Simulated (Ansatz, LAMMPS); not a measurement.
# Electronic structure of liquid 62P2O5-12Al2O3-27MgO (mol %) at 2790 K (141 atoms), part 2 of 2

Aim: energy, forces, charges and density of states of liquid 62P2O5-12Al2O3-27MgO (mol %) at 2790 K (141 atoms) at a fixed geometry.

Ansatz 0.2.0; Kohn-Sham DFT, PBE, PAW (set soft_2), plane waves.

The cell: 32 P, 6 Al, 7 Mg and 96 O. The starting topology of bonds comes from the classical model. Sampling is at Γ alone, for a cell whose shortest periodic width is 12 Å.

So far. Step 3 (Plane-wave single point): Mean Löwdin charges: Al +1.40, Mg +1.63, O -0.80, P +2.20 e (they miss 1.6 % of the electrons, so they add up to more than the cell's charge).

### 4. Structure statistics

Bonds and neighbours are counted at the geometry of the runs.

Density 2.48 g/cm³, 13.58 Å³ an atom.

g(r), total and by pair (bins of 0.2 Å):

| r (Å) | total | O-O | O-P | O-Mg | O-Al | P-P | P-Mg |
| --- | --- | --- | --- | --- | --- | --- | --- |
| 1.30 | 0.04 | 0.00 | 0.13 | 0.00 | 0.00 | 0.00 | 0.00 |
| 1.50 | 3.17 | 0.00 | 10.16 | 0.00 | 0.54 | 0.00 | 0.00 |
| 1.70 | 1.14 | 0.00 | 2.85 | 0.00 | 4.48 | 0.00 | 0.00 |
| 1.90 | 0.35 | 0.00 | 0.21 | 1.58 | 3.03 | 0.00 | 0.00 |
| 2.10 | 0.27 | 0.14 | 0.11 | 1.58 | 1.18 | 0.00 | 0.00 |
| 2.30 | 0.98 | 1.61 | 0.14 | 2.39 | 0.53 | 0.00 | 0.00 |
| 2.50 | 1.41 | 2.88 | 0.00 | 1.09 | 0.00 | 0.00 | 0.00 |
| 2.70 | 0.66 | 1.29 | 0.07 | 0.48 | 0.00 | 0.19 | 0.00 |
| 2.90 | 0.79 | 1.11 | 0.20 | 0.26 | 0.80 | 1.52 | 0.40 |
| 3.10 | 0.77 | 0.88 | 0.38 | 0.71 | 0.14 | 2.02 | 1.08 |
| 3.30 | 0.92 | 0.74 | 0.88 | 0.94 | 0.48 | 1.63 | 2.19 |
| 3.50 | 0.97 | 0.73 | 1.25 | 0.85 | 1.19 | 0.25 | 3.11 |
| 3.70 | 0.99 | 0.64 | 1.59 | 1.08 | 1.15 | 0.32 | 2.20 |
| 3.90 | 1.05 | 0.82 | 1.39 | 0.84 | 1.81 | 0.69 | 0.68 |
| 4.10 | 1.12 | 0.80 | 1.59 | 1.34 | 1.64 | 0.88 | 0.99 |
| 4.30 | 1.08 | 1.02 | 1.02 | 1.34 | 1.57 | 1.28 | 0.73 |
| 4.50 | 1.03 | 0.98 | 1.00 | 1.34 | 0.98 | 1.40 | 0.69 |
| 4.70 | 1.19 | 1.40 | 0.87 | 1.59 | 0.77 | 1.41 | 0.62 |
| 4.90 | 1.00 | 1.24 | 0.76 | 0.75 | 0.72 | 0.87 | 1.56 |
| 5.10 | 1.03 | 1.18 | 0.85 | 0.65 | 0.91 | 1.27 | 0.79 |
| 5.30 | 0.94 | 0.97 | 0.84 | 0.93 | 0.72 | 1.37 | 0.97 |
| 5.50 | 0.97 | 0.97 | 1.07 | 0.75 | 0.83 | 0.49 | 0.90 |
| 5.70 | 1.01 | 0.91 | 1.07 | 1.19 | 1.25 | 0.92 | 1.06 |
| 5.90 | 1.02 | 0.98 | 1.07 | 0.68 | 1.21 | 1.07 | 1.18 |
| 6.10 | 0.95 | 0.91 | 1.03 | 0.79 | 1.07 | 1.08 | 0.83 |

Bonds by pair of elements; cutoffs follow the first minimum of g(r), held within bounds set by covalent radii, and pairs that aren't listed don't count as bonded:

| pair A-B | cutoff (Å) | bonds | mean length (Å) | spread (Å) | shortest (Å) | B about A | A about B |
| --- | --- | --- | --- | --- | --- | --- | --- |
| O-P | 2.11 | 130 | 1.56 | 0.107 | 1.40 | 1.35 | 4.06 |
| O-Mg | 2.75 | 31 | 2.26 | 0.242 | 1.85 | 0.323 | 4.43 |
| O-Al | 2.19 | 23 | 1.84 | 0.162 | 1.58 | 0.24 | 3.83 |

The cutoff for O-Al falls short of the minimum of g(r), so counts run low and odd coordinations can be artefacts.

How many atoms have how many bonded neighbours:

| element | mean | 1 | 2 | 3 | 4 | 5 | 6 |
| --- | --- | --- | --- | --- | --- | --- | --- |
| Al | 3.83 | 0 | 0 | 2 | 3 | 1 | 0 |
| Mg | 4.43 | 0 | 0 | 1 | 3 | 2 | 1 |
| O | 1.92 | 17 | 71 | 7 | 1 | 0 | 0 |
| P | 4.06 | 0 | 0 | 0 | 30 | 2 | 0 |

Bond angles, per cent of each kind in bins of 5°:

| angle (°) | O-P-O | O-Mg-O | P-O-P | O-Al-O | Mg-O-P |
| --- | --- | --- | --- | --- | --- |
| 55–60 | 0.0 | 3.6 | 0.0 | 0.0 | 0.0 |
| 60–65 | 0.0 | 1.8 | 0.0 | 0.0 | 0.0 |
| 65–70 | 0.0 | 3.6 | 0.0 | 0.0 | 0.0 |
| 70–75 | 0.0 | 5.4 | 0.0 | 2.9 | 0.0 |
| 75–80 | 0.0 | 3.6 | 0.0 | 2.9 | 0.0 |
| 80–85 | 2.5 | 5.4 | 0.0 | 8.8 | 3.2 |
| 85–90 | 3.5 | 12.5 | 0.0 | 8.8 | 0.0 |
| 90–95 | 8.0 | 8.9 | 0.0 | 8.8 | 0.0 |
| 95–100 | 11.0 | 10.7 | 0.0 | 5.9 | 3.2 |
| 100–105 | 14.0 | 1.8 | 0.0 | 5.9 | 3.2 |
| 105–110 | 20.0 | 0.0 | 0.0 | 17.6 | 3.2 |
| 110–115 | 15.0 | 7.1 | 0.0 | 8.8 | 6.5 |
| 115–120 | 11.0 | 5.4 | 0.0 | 2.9 | 3.2 |
| 120–125 | 5.0 | 3.6 | 0.0 | 2.9 | 9.7 |
| 125–130 | 4.5 | 3.6 | 2.9 | 0.0 | 12.9 |
| 130–135 | 4.0 | 7.1 | 0.0 | 2.9 | 9.7 |
| 135–140 | 0.5 | 1.8 | 5.9 | 11.8 | 6.5 |
| 140–145 | 0.0 | 7.1 | 14.7 | 2.9 | 6.5 |
| 145–150 | 0.0 | 1.8 | 11.8 | 0.0 | 12.9 |
| 150–155 | 0.0 | 3.6 | 17.6 | 0.0 | 9.7 |
| 155–160 | 0.0 | 0.0 | 14.7 | 5.9 | 3.2 |
| 160–165 | 0.5 | 0.0 | 17.6 | 0.0 | 0.0 |
| 165–170 | 0.5 | 0.0 | 5.9 | 0.0 | 3.2 |
| 170–175 | 0.0 | 1.8 | 5.9 | 0.0 | 3.2 |
| 175–180 | 0.0 | 0.0 | 2.9 | 0.0 | 0.0 |

Bond angles (no mean is given where the spread exceeds 20°):

| angle | count | mean (°) | spread (°) |
| --- | --- | --- | --- |
| O-P-O | 200 | 108 | 12.8 |
| O-Mg-O | 56 | - | - |
| P-O-P | 34 | 154 | 10.8 |
| O-Al-O | 34 | - | - |
| Mg-O-P | 31 | - | - |

Oxygen atoms by the number of network formers (Si, P, Ge, B, Al, As, Ga) bound to them:

| network formers bound to O | O atoms | per cent |
| --- | --- | --- |
| 0 | 0 | 0 |
| 1 | 39 | 40.6 |
| 2 | 57 | 59.4 |

Network units: each former by its oxygen neighbours and how many of them bridge to another former:

| former | O neighbours | bridging O | atoms |
| --- | --- | --- | --- |
| P | 4 | 1 | 3 |
| P | 4 | 2 | 5 |
| P | 4 | 3 | 19 |
| P | 4 | 4 | 3 |
| P | 5 | 4 | 1 |
| P | 5 | 5 | 1 |
| Al | 3 | 3 | 2 |
| Al | 4 | 4 | 3 |
| Al | 5 | 5 | 1 |

Bond length by coordination (bonds to H left out):

| element | coordination | atoms | mean bond length (Å) |
| --- | --- | --- | --- |
| Al | 3 | 2 | 1.79 |
| Al | 4 | 3 | 1.85 |
| Al | 5 | 1 | 1.88 |
| Mg | 3 | 1 | 2.06 |
| Mg | 4 | 3 | 2.24 |
| Mg | 5 | 2 | 2.30 |
| Mg | 6 | 1 | 2.33 |
| O | 1 | 17 | 1.48 |
| O | 2 | 71 | 1.69 |
| O | 3 | 7 | 2.02 |
| O | 4 | 1 | 2.14 |
| P | 4 | 30 | 1.55 |
| P | 5 | 2 | 1.7 |

Rings of the network by King's shortest-path rule, up to 12 atoms, one path for each pair of neighbours; H, halogens, alkali and alkaline-earth atoms are left out, and the last column divides by all other atoms, bonded or not:

| ring size (atoms) | rings | per network atom |
| --- | --- | --- |
| 8 | 3 | 0.022 |
| 10 | 6 | 0.045 |
| 12 | 2 | 0.015 |

For some of the pairs, g(r) has its first main peak near 2.5 Å (O-O), 1.5 Å (O-P), 2.2 Å (O-Mg), 1.8 Å (O-Al), 3.0 Å (P-P) and 3.4 Å (P-Mg). The O-P-O angle averages 108° with a spread of 13°. 59 % of the oxygens bridge two formers (P and Al) and 41 % are non-bridging. The commonest P unit has 4 oxygens, 3 of them shared with other formers (19 of 32 atoms). Rings of 10 atoms are the most common (55 % of those counted); sizes run from 8 to 12, where the search stops.

The surroundings of P4, which bears the longest force, nearest first, numbered as they follow in the input and with coordinates relative to it.

| atom | x | y | z | distance (Å) | bonds | Löwdin charge (e) | Fx | Fy | Fz (eV/Å) |
| --- | --- | --- | --- | --- | --- | --- | --- | --- | --- |
| P4 | 0.00 | 0.00 | 0.00 | 0.00 | 4 | 2.17 | 6.32 | 0.75 | 11.34 |
| O102 | -1.36 | -0.30 | -0.39 | 1.45 | 2 | -0.71 | -2.69 | -0.57 | -2.48 |
| O87 | 1.17 | -0.77 | -0.71 | 1.57 | 2 | -0.68 | -4.59 | 3.22 | -1.46 |
| O130 | 0.19 | 1.43 | 0.83 | 1.66 | 2 | -0.72 | -0.34 | 0.50 | -5.16 |
| O122 | 0.39 | -0.62 | 1.51 | 1.68 | 2 | -1.00 | -2.19 | -1.25 | -1.98 |
| P2 | 2.20 | -1.83 | -0.81 | 2.97 | 4 | 2.26 | 6.88 | 1.41 | -3.27 |
| Al34 | -2.19 | -0.80 | -1.90 | 3.01 | 3 | 1.42 | -2.04 | -1.34 | -3.36 |
| P29 | 0.45 | 2.56 | 1.97 | 3.26 | 4 | 2.19 | -4.54 | 1.93 | -1.75 |
| Mg40 | 0.41 | -0.15 | 3.41 | 3.44 | 4 | 1.62 | 0.72 | -0.26 | 0.21 |
| O125 | 2.23 | 1.15 | -2.36 | 3.45 | 1 | -0.81 | -0.10 | 0.04 | 0.01 |
| O99 | 2.12 | -2.79 | 0.38 | 3.52 | 2 | -0.70 | -3.14 | 1.54 | 0.83 |
| Mg42 | -2.46 | 0.10 | 2.56 | 3.55 | 4 | 1.60 | -1.75 | -0.03 | 0.08 |
| O107 | 3.45 | -0.98 | -0.37 | 3.60 | 2 | -0.78 | 1.19 | 0.00 | 0.65 |

The column of bonds counts only the pairs O-P within 2.11 Å, O-Mg within 2.75 Å, O-Al within 2.19 Å; other neighbours, such as metal atoms beside each other in a compound, aren't counted, and periodic images can show an atom twice.

### 5. Summary of results

```
free energy per atom                             : -676.3358 eV/atom
pressure                                         : 4.153 GPa
r.m.s. force component                           : 2.763 eV/Å
gap (highest filled to lowest empty level) : 0.5599 eV
wall time of the 1 DFT run                       : 41 s
```

The highest filled and lowest empty levels differ by 0.560 eV (at Γ alone); a semilocal functional tends to put such gaps too low. In a disordered cell it changes from sample to sample and from frame to frame. 59 % of the oxygens bridge two formers (P and Al) and 41 % are non-bridging.

What to keep in mind: The force components of 2.8 eV/Å r.m.s. hold both thermal displacement and the mismatch between the potential that made the cell and DFT. The pressure of 4.2 GPa is that of one thermal frame, in which the classical model's bond lengths enter as well as the volume, without the kinetic term.

[Logs are printed without paths, hosts, clocks, repeated set-up lines and the standing remarks that a program may print on its own settings, such as how far it seeks lower states.]

[Hosts, paths, dates, database ids (printed as entryN), source tags and the programs' standing remarks are cut or masked in the printed files.]
